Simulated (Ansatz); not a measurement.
# A vacancy of C at several sites of C(110) slab, H on the bottom face, stepped (108 atoms), part 3 of 4

Aim: make a vacancy of C at several sites of C(110) slab, H on the bottom face, stepped (108 atoms), relax each, and compare their energies.

Ansatz 0.2.0; Kohn-Sham DFT, RPBE+D3(BJ), PAW (set soft_2), plane waves.

The cell: 84 C and 24 H. The main run has no spin polarisation. The Brillouin zone is sampled at Γ only, in a cell whose shortest periodic width is 10 Å. 65 of the 108 atoms are held fixed where they were built.

So far. Step 2 (Single point at the start): The r.m.s. force at the start is 1.5 eV/Å. Step 3 (Relaxation): The relaxation converged after 9 steps, 11.4 eV below its start, with a largest force component of 0.030 eV/Å on the free atoms.

**5. Vacancy of C, site C37**

The site has 3 bonded neighbours (C3) at 1.46 Å on average, by cutoffs that count no bonds between two metal atoms or like ions, in the slab. The change is made in the relaxed cell and the free atoms are relaxed again.

Input file input.yaml:

```yaml
crystal:
  lattice:
    - [10.089, 0.0, 0.0]
    - [0.0, 10.701, 0.0]
    - [0.0, 0.0, 14.67336]
  atoms:
    [... atom lines 1 to 33 left out ...]
    - { symbol: C, position: [0.12408, 0.49718, 0.57364] }
    - { symbol: C, position: [0.24907, 0.42394, 0.57333] }
    - { symbol: C, position: [0.253, 0.32692, 0.6471] }
    - { symbol: C, position: [0.87344, 0.83341, 0.40202] }
    - { symbol: C, position: [0.99751, 0.7503, 0.4034] }
    - { symbol: C, position: [0.00414, 0.6669, 0.48675] }
    - { symbol: C, position: [0.87613, 0.91776, 0.48814] }
    [... atom lines 41 to 107 left out ...]
kpoints:
  mp_grid: { grid: [1, 1, 1] }
hamiltonian:
  xc: rpbe
  dispersion: d3bj
scf:
  occupations: { method: gaussian, width: 0.025 }
output:
  forces: true
  eigenvalues: true
relax:
  f_tol: 0.05
  max_steps: 90
  constraints:
    - { sites: [0, 1, 2, 3, 7, 8, 15, 16, 18, 22, 23, 25, 29, 30, 31, 32, 36, 37, 38, 39, 43, 44, 45, 46, 49, 50, 51, 56, 57, 58, 64, 65, 66, 67, 70, 71, 72, 73, 77, 78, 79, 83, 84, 85, 86, 87, 88, 89, 90, 91, 92, 93, 94, 95, 96, 97, 98, 99, 100, 101, 102, 103, 104, 105, 106], fix: xyz }
```

Run with:

```console
$ ansatz run input.yaml --threads 4 --pin off --max-ram 8192MiB --backend cpu --events-out ev --progress --plain --runs-dir out
```

Log:

```text
[...]
Crystal: 107 atoms, lattice volume = 1584.171 Å³
Basis set: ecut = 420 eV, 30983 PW (Γ), exchange–correlation on 144×144×200 points (8 copies of the dense FFT grid, shifted against one another)
Bands: 285, of which v1, the nominal top of the filled ones, is band 178 counted from 1 (177 counted from 0)
Symmetry: 1 space group operations
[...]
k-points: 1
[...]
SCF iter   1: F=—  HF=-21307.689841 eV  |F-HF|=—  |Δ(HF+E_count)|=         —  Δρ=1.21e-2  dr2=8.11e0  ethr=1.77e-3  ⟨swp⟩=7.0  Hψ=1469  notcnv=0  defer=80
[...]
SCF iter  14: F=-21306.235502 eV  HF=-21306.235533 eV  |F-HF|=3.11e-5  |Δ(HF+E_count)|=   1.23e-5  Δρ=3.81e-5  dr2=4.18e-5  ethr=1.76e-8  ⟨swp⟩=25.0  Hψ=2484  notcnv=0
[...]
SCF 1 converged in 14 iterations: F = -21306.235502 eV  dr2 = 4.18e-5
[...]
relax step   1: F+E_penalty+E_count = -21306.23550206 eV  Δ(F+E_penalty+E_count) = +0.000e0 eV  max|allowed force component| = 2.740e0 eV/Å  Δτ_max = 0.0000 Å  (14 SCF iters, dr2 threshold 6.25e-5 eV, accepted)
[... from here on, the SCF cycles and remarks between the steps are left out ...]
relax step   2: F+E_penalty+E_count = -21306.95011671 eV  Δ(F+E_penalty+E_count) = -7.146e-1 eV  max|allowed force component| = 1.495e0 eV/Å  Δτ_max = 0.1917 Å  (8 SCF iters, dr2 threshold 1.00e-4 eV, accepted)
relax step   3: F+E_penalty+E_count = -21307.14064990 eV  Δ(F+E_penalty+E_count) = -1.905e-1 eV  max|allowed force component| = 6.939e-1 eV/Å  Δτ_max = 0.0528 Å  (7 SCF iters, dr2 threshold 1.00e-4 eV, accepted)
relax step   4: F+E_penalty+E_count = -21307.26911052 eV  Δ(F+E_penalty+E_count) = -1.285e-1 eV  max|allowed force component| = 5.568e-1 eV/Å  Δτ_max = 0.0669 Å  (8 SCF iters, dr2 threshold 1.00e-4 eV, accepted)
relax step   5: F+E_penalty+E_count = -21307.40883535 eV  Δ(F+E_penalty+E_count) = -1.397e-1 eV  max|allowed force component| = 1.093e0 eV/Å  Δτ_max = 0.1921 Å  (9 SCF iters, dr2 threshold 6.68e-5 eV, accepted)
relax step   6: F+E_penalty+E_count = -21307.59902557 eV  Δ(F+E_penalty+E_count) = -1.902e-1 eV  max|allowed force component| = 1.082e0 eV/Å  Δτ_max = 0.1971 Å  (8 SCF iters, dr2 threshold 1.00e-4 eV, accepted)
relax step   7: F+E_penalty+E_count = -21307.81942755 eV  Δ(F+E_penalty+E_count) = -2.204e-1 eV  max|allowed force component| = 5.674e-1 eV/Å  Δτ_max = 0.1951 Å  (8 SCF iters, dr2 threshold 1.00e-4 eV, accepted)
relax step   8: F+E_penalty+E_count = -21308.12408806 eV  Δ(F+E_penalty+E_count) = -3.047e-1 eV  max|allowed force component| = 2.362e0 eV/Å  Δτ_max = 0.2000 Å  (9 SCF iters, dr2 threshold 8.85e-5 eV, accepted)
relax step   9: F+E_penalty+E_count = -21308.70311462 eV  Δ(F+E_penalty+E_count) = -5.790e-1 eV  max|allowed force component| = 1.996e0 eV/Å  Δτ_max = 0.1954 Å  (9 SCF iters, dr2 threshold 1.00e-4 eV, accepted)
relax step  10: F+E_penalty+E_count = -21309.27786028 eV  Δ(F+E_penalty+E_count) = -5.747e-1 eV  max|allowed force component| = 1.759e0 eV/Å  Δτ_max = 0.1955 Å  (16 SCF iters, dr2 threshold 1.00e-4 eV, accepted)
relax step  11: F+E_penalty+E_count = -21309.31789954 eV  Δ(F+E_penalty+E_count) = -4.004e-2 eV  max|allowed force component| = 2.126e0 eV/Å  Δτ_max = 0.0907 Å  (12 SCF iters, dr2 threshold 1.00e-4 eV, accepted)
relax step  12: F+E_penalty+E_count = -21309.11161038 eV  Δ(F+E_penalty+E_count) = +2.063e-1 eV  max|allowed force component| = 2.103e0 eV/Å  Δτ_max = 0.2000 Å  (10 SCF iters, dr2 threshold 1.00e-4 eV, rejected (line search))
relax step  13: F+E_penalty+E_count = -21309.40389498 eV  Δ(F+E_penalty+E_count) = -8.600e-2 eV  max|allowed force component| = 4.573e-1 eV/Å  Δτ_max = 0.0536 Å  (17 SCF iters, accepted)
relax step  14: F+E_penalty+E_count = -21309.41553600 eV  Δ(F+E_penalty+E_count) = -1.164e-2 eV  max|allowed force component| = 1.154e-1 eV/Å  Δτ_max = 0.0222 Å  (8 SCF iters, dr2 threshold 1.31e-5 eV, accepted)
relax step  15: F+E_penalty+E_count = -21309.41793486 eV  Δ(F+E_penalty+E_count) = -2.399e-3 eV  max|allowed force component| = 7.495e-2 eV/Å  Δτ_max = 0.0081 Å  (10 SCF iters, accepted)
relax step  16: F+E_penalty+E_count = -21309.35022799 eV  Δ(F+E_penalty+E_count) = +6.771e-2 eV  max|allowed force component| = 5.999e-1 eV/Å  Δτ_max = 0.1134 Å  (13 SCF iters, rejected (line search))
relax step  17: F+E_penalty+E_count = -21309.41951689 eV  Δ(F+E_penalty+E_count) = -1.582e-3 eV  max|allowed force component| = 3.742e-2 eV/Å  Δτ_max = 0.0113 Å  (15 SCF iters, accepted)
[...]
SCF converged after 15 iterations
Free energy (F): -21309.419517 eV
[...]
Internal energy: -21309.417463 eV  (E = F + TS)
E sigma→0 (E₀):  -21309.418490 eV
Entropy (-TS):   -0.002054 eV (-0.019 meV/atom)
Fermi energy:    1.681045 eV
[...]
--- Forces (eV/Å), atoms counted from 1 ---
  atom   1  C      1.18922099    -2.93014001    -0.09063400
  atom   2  C     -1.09328426     2.75248614     1.04497784
  atom   3  C      1.61781842    -0.91469116    -1.44395667
  atom   4  C      0.52572805    -0.45684600    -1.27922936
  atom   5  C     -0.00761060    -0.00868183    -0.00216558
  atom   6  C      0.00121635     0.00080738    -0.00140504
  atom   7  C      0.00439947    -0.00234319     0.00315800
  atom   8  C      0.40897323     0.24524482     0.23169194
  atom   9  C      0.18560881     0.67681077     0.20229165
  atom  10  C     -0.00034291     0.00115770    -0.00057559
  atom  11  C      0.00032230     0.00167549     0.00481224
  atom  12  C      0.00259279     0.00305963    -0.00320964
  atom  13  C     -0.00145127    -0.00175681    -0.00172212
  atom  14  C      0.00510632    -0.00200983     0.00289294
[...]
atom 106  H      0.10991316     0.52769866    -1.01100119
  atom 107  H      0.00538582     0.02297028    -0.01085848
  max |Σ_I F_I| component: 1.43e-4 eV/Å
--- Band table (eV) ---
[...]
--- Relaxed structure (17 steps of the walk, 15 accepted, 0 SCFs on fresh bases) ---
  F+E_penalty+E_count = -21309.41951689 eV   max|allowed force component| = 3.742e-2 eV/Å
  atoms:
    - { symbol: C, position: [0.87196, 0.17091, 0.402370] }
    - { symbol: C, position: [0.00066, 0.08152, 0.401050] }
    - { symbol: C, position: [0.995970, 0.00215, 0.48753] }
    - { symbol: C, position: [0.87532, 0.25287, 0.487880] }
[...]
- { symbol: H, position: [0.750330, 0.69184, 0.34051] }
```

Wall time 2.7 min (4 threads of Intel Xeon Platinum 8488C (Sapphire Rapids), shared host); peak memory 1.7 GiB.

The relaxation converged after 17 steps, 3.18 eV below its start, with a largest force component of 0.037 eV/Å on the free atoms.

The surroundings of the place of the removed atom, after relaxation, nearest first, numbered as they follow in the input and with coordinates relative to it.

```
atom      x      y      z  distance (Å)  bonds     Fx     Fy  Fz (eV/Å)
 C43  -0.21   0.35  -0.12          0.42      3   0.00  -0.01       0.00
 C63   1.17   0.72  -0.05          1.37      3   0.01   0.00       0.00
 C34  -0.10  -0.90  -1.06          1.40      4   0.00   0.00       0.00
 C42  -1.04   1.60  -1.09          2.20      4   0.00   0.00      -0.01
 C56   2.34  -0.04   0.10          2.34      2   0.00   0.01       0.00
 C35   1.19  -1.75  -1.06          2.37      4   0.00   0.01       0.00
 C33   0.03  -0.06  -2.37          2.37      4  -0.24  -2.03      -1.15
 C62   1.39   1.75  -1.12          2.50      4   0.00   0.00       0.00
 C21  -1.34  -1.84  -1.09          2.53      4   0.00   0.00       0.00
 C39  -1.18   0.79  -2.36          2.76      4  -1.23   0.19      -0.62
 C61   0.12   2.55  -1.14          2.80      4   0.00   0.00       0.00
 C59   1.32   0.77  -2.37          2.82      4  -0.19   1.92      -0.91
 C54   2.51  -0.94  -1.09          2.90      4  -0.01   0.00       0.01
```

Atoms held fixed keep their forces.

The largest move is 1.05 Å, by C43.

**6. Vacancy of C, site C34**

The site has 4 bonded neighbours (C4) at 1.53 Å on average, in the slab. 

input.yaml, the sections that differ from step 5:

```yaml
crystal:
  lattice:
    - [10.089, 0.0, 0.0]
    - [0.0, 10.701, 0.0]
    - [0.0, 0.0, 14.67336]
  atoms:
    [... atom lines 1 to 30 left out ...]
    - { symbol: C, position: [0.24842, 0.41324, 0.40102] }
    - { symbol: C, position: [0.24767, 0.33643, 0.48759] }
    - { symbol: C, position: [0.12476, 0.58727, 0.48645] }
    - { symbol: C, position: [0.24907, 0.42394, 0.57333] }
    - { symbol: C, position: [0.253, 0.32692, 0.6471] }
    - { symbol: C, position: [0.12148, 0.59284, 0.64777] }
    - { symbol: C, position: [0.87344, 0.83341, 0.40202] }
    [... atom lines 38 to 107 left out ...]
# kpoints, hamiltonian, scf, output, relax: as in step 5
```

Log:

```text
[...]
Crystal: 107 atoms, lattice volume = 1584.171 Å³
Basis set: ecut = 420 eV, 30983 PW (Γ), exchange–correlation on 144×144×200 points (8 copies of the dense FFT grid, shifted against one another)
Bands: 285, of which v1, the nominal top of the filled ones, is band 178 counted from 1 (177 counted from 0)
Symmetry: 1 space group operations
[...]
k-points: 1
[...]
SCF iter   1: F=—  HF=-21305.760322 eV  |F-HF|=—  |Δ(HF+E_count)|=         —  Δρ=1.32e-2  dr2=9.54e0  ethr=1.77e-3  ⟨swp⟩=7.0  Hψ=1477  notcnv=0  defer=76
[...]
SCF iter  12: F=—  HF=-21304.184874 eV  |F-HF|=—  |Δ(HF+E_count)|=   5.53e-4  Δρ=1.07e-4  dr2=2.26e-4  ethr=7.66e-6  ⟨swp⟩=1.0  Hψ=185  notcnv=0  defer=100
SCF iter  13: F=-21304.184876 eV  HF=-21304.184892 eV  |F-HF|=1.51e-5  |Δ(HF+E_count)|=   1.72e-5  Δρ=4.19e-5  dr2=3.18e-5  ethr=1.76e-8  ⟨swp⟩=24.0  Hψ=2661  notcnv=0
[...]
SCF 1 converged in 13 iterations: F = -21304.184876 eV  dr2 = 3.18e-5
[...]
relax step   1: F+E_penalty+E_count = -21304.18487644 eV  Δ(F+E_penalty+E_count) = +0.000e0 eV  max|allowed force component| = 2.310e0 eV/Å  Δτ_max = 0.0000 Å  (13 SCF iters, dr2 threshold 6.25e-5 eV, accepted)
[... from here on, the SCF cycles and remarks between the steps are left out ...]
relax step   2: F+E_penalty+E_count = -21304.90888910 eV  Δ(F+E_penalty+E_count) = -7.240e-1 eV  max|allowed force component| = 2.851e0 eV/Å  Δτ_max = 0.1955 Å  (11 SCF iters, dr2 threshold 1.00e-4 eV, accepted)
relax step   3: F+E_penalty+E_count = -21305.64061704 eV  Δ(F+E_penalty+E_count) = -7.317e-1 eV  max|allowed force component| = 1.921e0 eV/Å  Δτ_max = 0.1933 Å  (9 SCF iters, dr2 threshold 1.00e-4 eV, accepted)
relax step   4: F+E_penalty+E_count = -21306.06689255 eV  Δ(F+E_penalty+E_count) = -4.263e-1 eV  max|allowed force component| = 1.237e0 eV/Å  Δτ_max = 0.1945 Å  (8 SCF iters, dr2 threshold 1.00e-4 eV, accepted)
relax step   5: F+E_penalty+E_count = -21306.31836156 eV  Δ(F+E_penalty+E_count) = -2.515e-1 eV  max|allowed force component| = 9.411e-1 eV/Å  Δτ_max = 0.1950 Å  (8 SCF iters, dr2 threshold 1.00e-4 eV, accepted)
relax step   6: F+E_penalty+E_count = -21306.38333331 eV  Δ(F+E_penalty+E_count) = -6.497e-2 eV  max|allowed force component| = 1.602e0 eV/Å  Δτ_max = 0.0613 Å  (8 SCF iters, dr2 threshold 1.00e-4 eV, accepted)
relax step   7: F+E_penalty+E_count = -21306.43951756 eV  Δ(F+E_penalty+E_count) = -5.618e-2 eV  max|allowed force component| = 3.803e-1 eV/Å  Δτ_max = 0.0393 Å  (6 SCF iters, dr2 threshold 1.00e-4 eV, accepted)
relax step   8: F+E_penalty+E_count = -21306.02627709 eV  Δ(F+E_penalty+E_count) = +4.132e-1 eV  max|allowed force component| = 3.668e0 eV/Å  Δτ_max = 0.2000 Å  (11 SCF iters, dr2 threshold 9.04e-6 eV, rejected (line search))
relax step   9: F+E_penalty+E_count = -21306.50558152 eV  Δ(F+E_penalty+E_count) = -6.606e-2 eV  max|allowed force component| = 3.108e-1 eV/Å  Δτ_max = 0.0928 Å  (13 SCF iters, accepted)
relax step  10: F+E_penalty+E_count = -21306.51558201 eV  Δ(F+E_penalty+E_count) = -1.000e-2 eV  max|allowed force component| = 1.785e-1 eV/Å  Δτ_max = 0.0166 Å  (8 SCF iters, dr2 threshold 6.04e-6 eV, accepted)
relax step  11: F+E_penalty+E_count = -21306.52174859 eV  Δ(F+E_penalty+E_count) = -6.167e-3 eV  max|allowed force component| = 9.149e-2 eV/Å  Δτ_max = 0.0173 Å  (8 SCF iters, dr2 threshold 1.05e-5 eV, accepted)
relax step  12: F+E_penalty+E_count = -21306.52512401 eV  Δ(F+E_penalty+E_count) = -3.375e-3 eV  max|allowed force component| = 1.530e-1 eV/Å  Δτ_max = 0.0171 Å  (10 SCF iters, accepted)
relax step  13: F+E_penalty+E_count = -21306.52664354 eV  Δ(F+E_penalty+E_count) = -1.520e-3 eV  max|allowed force component| = 2.745e-1 eV/Å  Δτ_max = 0.0261 Å  (8 SCF iters, dr2 threshold 6.15e-6 eV, accepted)
relax step  14: F+E_penalty+E_count = -21306.52872684 eV  Δ(F+E_penalty+E_count) = -2.083e-3 eV  max|allowed force component| = 2.126e-1 eV/Å  Δτ_max = 0.0078 Å  (6 SCF iters, dr2 threshold 7.53e-5 eV, accepted)
relax step  15: F+E_penalty+E_count = -21306.45344636 eV  Δ(F+E_penalty+E_count) = +7.528e-2 eV  max|allowed force component| = 5.403e-1 eV/Å  Δτ_max = 0.0603 Å  (8 SCF iters, dr2 threshold 2.71e-5 eV, rejected (line search))
relax step  16: F+E_penalty+E_count = -21306.53034836 eV  Δ(F+E_penalty+E_count) = -1.622e-3 eV  max|allowed force component| = 3.817e-2 eV/Å  Δτ_max = 0.0097 Å  (12 SCF iters, accepted)
SCF converged after 12 iterations
Free energy (F): -21306.530348 eV
[...]
Internal energy: -21306.530348 eV  (E = F + TS)
E sigma→0 (E₀):  -21306.530348 eV
Fermi energy:    1.765286 eV
[...]
Σ components = -21306.530348   (vs F -21306.530348, Δ=0.00e0)
--- Forces (eV/Å), atoms counted from 1 ---
  atom   1  C      1.09842403    -2.94728649    -0.51566779
  atom   2  C     -1.04431970     2.82626291     1.27067579
  atom   3  C      1.72949403    -0.60894557    -1.32077609
  atom   4  C      0.00565554    -0.35371427    -0.73199303
[...]
atom 107  H      0.00849786     0.00263168     0.02785375
  max |Σ_I F_I| component: 8.04e-5 eV/Å
--- Band table (eV) ---
[...]
--- Relaxed structure (16 steps of the walk, 14 accepted, 0 SCFs on fresh bases) ---
  F+E_penalty+E_count = -21306.53034836 eV   max|allowed force component| = 3.817e-2 eV/Å
  atoms:
    - { symbol: C, position: [0.87196, 0.17091, 0.402370] }
    - { symbol: C, position: [0.00066, 0.08152, 0.401050] }
    - { symbol: C, position: [0.995970, 0.00215, 0.48753] }
    - { symbol: C, position: [0.87532, 0.25287, 0.487880] }
[...]
- { symbol: H, position: [0.750330, 0.69184, 0.34051] }
```

Run time: 2.4 min. Hardware: 4 threads; peak memory 1.7 GiB; 8.7 min of CPU time.

The relaxation converged after 16 steps, 2.35 eV below its start, with a largest force component of 0.038 eV/Å on the free atoms.

The surroundings of the place of the removed atom, after relaxation, nearest first, numbered as they follow in the input and with coordinates relative to it.

```
atom      x      y      z  distance (Å)  bonds     Fx     Fy  Fz (eV/Å)
 C34   1.35  -0.70  -0.03          1.52      3  -0.01   0.00       0.00
 C33   0.01   0.96  -1.28          1.60      3   1.93  -1.25      -1.57
 C21  -1.47  -0.91   0.00          1.73      3   0.00  -0.02       0.03
 C36   0.25   1.47   1.54          2.14      2   0.01   0.00      -0.01
 C22  -1.04  -1.68   1.01          2.22      2   0.00   0.02      -0.04
 C43  -0.89   1.82   1.15          2.33      2   0.03   0.02      -0.02
 C35   1.37  -1.70   1.05          2.42      3   0.01   0.01      -0.03
 C32   1.25  -1.72  -1.26          2.47      4   0.14   0.34      -0.98
 C30   0.00   0.01  -2.49          2.49      4   0.61   0.42      -0.71
 C18  -1.24  -1.75  -1.29          2.50      4   0.00   0.00       0.01
```

Atoms held fixed keep their forces.

The largest move is 0.69 Å, by C36.

[end of part 3 of 4]

[Long decimals in the printed logs are rounded to 6 places.]

[Logs are printed without paths, hosts, clocks, repeated set-up lines and the standing remarks that a program may print on its own settings, such as how far it seeks lower states.]

[Hosts, paths, dates, database ids (printed as entryN), source tags and the programs' standing remarks are cut or masked in the printed files.]
